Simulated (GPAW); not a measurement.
# A Si chain with a Se atom on top of one atom: transmission at several levels, part 2 of 2

Wanted: the zero-bias transmission of a Si chain with a Se atom on top of one atom on a ladder of levels, with run times.

GPAW 26.7.0; GPAW LCAO, PAW setups; Landauer transmission from Green's functions with principal layers (ASE), zero bias.

So far, transmission at the Fermi level (one spin): step 2 (GPAW, dzp, PBE, GPAW) 1.38; step 3 (basis szp(dzp), PBE, GPAW) 1.38; step 4 (basis sz(dzp), PBE, GPAW) 1.47; step 5 (RPBE) 1.37.

### Step 8. Grid spacing 0.22, potential alignment off: h = 0.22 and align = false

The real-space grid carries density and potential; a coarse one breaks translation symmetry along the lead and scatters electrons that should pass. Without the shift, lead and junction are matched by their Fermi levels alone.

This step: GPAW LCAO, PAW setups; Landauer transmission from Green's functions with principal layers (ASE), zero bias (GPAW 26.7.0).

run.py

```python
import json
import numpy as np
from ase import Atoms
from ase.transport.calculators import TransportCalculator
from gpaw import GPAW, FermiDirac
from gpaw.lcao.tools import get_lcao_hamiltonian
from scipy.linalg import eigh

# The junction with lead layers at both ends, along the third cell vector
device = Atoms(
    ['Si', 'Si', 'Si', 'Si', 'Si', 'Si', 'Se', 'Si', 'Si', 'Si', 'Si', 'Si'],
    positions=[
        [4.50000, 4.50000, 1.10000],
        [4.50000, 4.50000, 3.30000],
        [4.50000, 4.50000, 5.50000],
        [4.50000, 4.50000, 7.70000],
        [4.50000, 4.50000, 9.90000],
        [4.50000, 4.50000, 12.10000],
        [6.59150, 4.50000, 12.10000],
        [4.50000, 4.50000, 14.30000],
        [4.50000, 4.50000, 16.50000],
        [4.50000, 4.50000, 18.70000],
        [4.50000, 4.50000, 20.90000],
        [4.50000, 4.50000, 23.10000]],
    cell=[[9.0, 0.0, 0.0], [0.0, 9.0, 0.0], [0.0, 0.0, 24.2]],
    pbc=True)

# One principal layer of the lead: the first 3 atoms of the device
lead = Atoms(
    ['Si', 'Si', 'Si'],
    positions=[
        [4.50000, 4.50000, 1.10000],
        [4.50000, 4.50000, 3.30000],
        [4.50000, 4.50000, 5.50000]],
    cell=[[9.0, 0.0, 0.0], [0.0, 9.0, 0.0], [0.0, 0.0, 6.6]],
    pbc=True)

settings = dict(mode='lcao', basis='dzp', xc='PBE', h=0.22,
                occupations=FermiDirac(0.1), maxiter=250,
                mixer=dict(beta=0.1, nmaxold=8, weight=100.0),
                convergence=dict(density=0.0001))
energies = np.arange(-3, 3 + 1e-9, 0.075)
eta = 0.0001
n1, n2 = 1, 1
# k and -k transmit alike, so half of the mesh across the current serves
mesh = [(i, j) for i in range(n1) for j in range(n2) if (i, j) <= (-i % n1, -j % n2)]
weights = np.array([1 if (i, j) == (-i % n1, -j % n2) else 2 for i, j in mesh]) / (n1 * n2)

# [... helper functions left out ...]
fermi_lead = ground_state(lead, (1, 1, 17), 'lead.txt')
fermi_device = ground_state(device, (1, 1, 3), 'device.txt')
# [... loop over the mesh left out, but for ...]
        # Lead and device are aligned by their Fermi levels alone
        shift = 0.0
# [...]
kT = 8.617333e-5 * 300
bias = [0.1, 0.2, 0.5, 1.0, 1.5, 2.0]
# [... integrals and printing left out ...]
```

Started as:

```console
$ OMP_NUM_THREADS=1 OPENBLAS_NUM_THREADS=1 python run.py
```

Wall time 27 s (1 thread of Arm Neoverse V1, shared host); peak memory 0.65 GiB.

Numbers from this step:

```
conductance                                    : 1.385 G₀
thermopower                                    : -3.917 μV/K
largest coupling past the next principal layer : 5.06e-5 eV
largest misfit of the first principal layer    : 0.04681 eV
shift that aligns the lead                     : 0 eV
transmission at the Fermi level (one spin)     : 1.384
```

One spin. Table of transmission, zone mean by energy, zero at the Fermi level:

```
energy (eV)  transmission, zone mean
      -3.00                  1.8e-11
      -2.77                  7.4e-12
      -2.55                  7.7e-12
      -2.40                  7.5e-12
      -2.17                  7.0e-12
      -1.95                  5.6e-10
      -1.73                  4.5e-11
      -1.57                  7.6e-11
      -1.35                   5.3e-7
      -1.12                    0.835
      -1.05                     1.02
      -0.90                    0.897
      -0.75                     1.15
      -0.53                     1.22
      -0.30                     1.23
      -0.07                     1.33
       0.00                     1.38
       0.07                     1.44
       0.30                     1.62
       0.53                     1.77
       0.75                     1.89
       0.90                     1.95
       1.12                     2.01
       1.35                     2.03
       1.57                     2.04
       1.73                     2.04
       1.95                     2.03
       2.17                     2.02
       2.40                     2.01
       2.55                     2.01
       2.77                     2.00
       3.00                     2.00
```

Not self-consistent under bias; the bias window is split evenly. Table of current through one cell, from the zero-bias transmission by bias:

```
bias (V)  current through one cell, from the zero-bias transmission (μA)
   0.100                                                            10.7
   0.200                                                            21.5
   0.500                                                            54.0
   1.000                                                             110
   1.500                                                             169
   2.000                                                             222
```

Table of transmission of the three most open eigenchannels by energy, zero at the Fermi level:

```
energy (eV)  channel 1  channel 2  channel 3
      -3.00    1.0e-11    7.6e-12          0
      -2.85    7.2e-12          0          0
      -2.70    6.8e-12          0          0
      -2.55    6.5e-12    1.2e-12          0
      -2.33    6.4e-12          0          0
      -2.17    7.0e-12          0          0
      -2.02    3.3e-11    8.7e-12          0
      -1.88    5.2e-11    1.3e-11          0
      -1.73    2.9e-11    1.6e-11          0
      -1.57    6.2e-11    1.3e-11          0
      -1.35     3.9e-7     1.4e-7    3.9e-10
      -1.20      0.377     0.0985     2.5e-9
      -1.05      0.885      0.130     7.9e-8
      -0.90      0.627      0.138      0.132
      -0.75      0.847      0.188      0.116
      -0.60      0.908      0.223     0.0812
      -0.38      0.940      0.271     0.0122
      -0.23      0.950      0.297    0.00394
      -0.07      0.957      0.312     0.0602
       0.00      0.960      0.314      0.109
       0.07      0.963      0.313      0.166
       0.23      0.968      0.300      0.292
       0.38      0.973      0.422      0.276
       0.60      0.979      0.603      0.231
       0.75      0.983      0.707      0.202
       0.90      0.985      0.791      0.175
       1.05      0.987      0.855      0.151
       1.20      0.989      0.900      0.130
       1.35      0.990      0.932      0.112
       1.57      0.991      0.961     0.0864
       1.73      0.991      0.973     0.0714
       1.88      0.992      0.981     0.0580
       2.02      0.992      0.988     0.0461
       2.17      0.992      0.992     0.0360
       2.33      0.995      0.992     0.0277
       2.55      0.998      0.992     0.0185
       2.70      0.999      0.992     0.0143
       2.85      0.999      0.993     0.0113
       3.00      0.999      0.993    0.00955
```

The conductance equals that of the dzp run to 0.2 %.

### Step 9. Another change of settings

A last run, with other settings again.

Changes to run.py since step 8:

```diff
@@ -37,4 +37,4 @@
 
-settings = dict(mode='lcao', basis='dzp', xc='PBE', h=0.22,
-                occupations=FermiDirac(0.1), maxiter=250,
+settings = dict(mode='lcao', basis='tzp', xc='PBE', h=0.2,
+                occupations=FermiDirac(0.1), maxiter=100,
                 mixer=dict(beta=0.1, nmaxold=8, weight=100.0),
@@ -52,4 +52,4 @@
 # [... loop over the mesh left out, but for ...]
-        # Lead and device are aligned by their Fermi levels alone
-        shift = 0.0
+        # Shift the lead onto the potential of the device's first layer
+        shift = ((H[:, 0, 0] - H0[:, 0, 0]) / S0[0, 0]).real.mean()
 # [...]
```

It took 1.1 s on 1 thread; peak memory 0.1 GiB.

The input was rejected at the start.

The program's message: “FileNotFoundError: Could not find required basis set file "Si.tzp.basis".”

The change that led to it: basis = "tzp".

### Step 10. Outcome

```yaml
conductance: 1.38 G₀
transmission_at_the_fermi_level_mean_of_the_spins: 1.38
thermopower: -3.90 μV/K
```

What this shows: In the dzp basis the junction conducts 1.38 G₀ at 300 K, with T = 1.38 a spin at the Fermi level; the sz basis reaches that conductance within 10 %. At the Fermi level the three most open eigenchannels pass 0.96, 0.32 and 0.11. Measured against the first run (dzp), the nearest curve is that of dzp-RPBE (r.m.s. 0.046) and the farthest that of sz (0.18). Over the compared runs wall time goes from 22 s (sz) to 33 s (dzp-RPBE), on a shared host. The geometry was built from estimated bond lengths and not relaxed, so the numbers describe this model structure. An evenly spaced straight chain is an idealisation: free chains tend to dimerise, zigzag or, where a band edge lies near the Fermi level, turn magnetic. The currents use the zero-bias T(E) throughout, which holds only while the bias is small against the distance to the nearest feature. The energy step is wider than the thermal energy, so the conductance and thermopower rest on interpolation of T(E).

[Logs are printed without paths, hosts, clocks, repeated set-up lines and the standing remarks that a program may print on its own settings, such as how far it seeks lower states.]

[Hosts, paths, dates, database ids (printed as entryN), source tags and the programs' standing remarks are cut or masked in the printed files.]
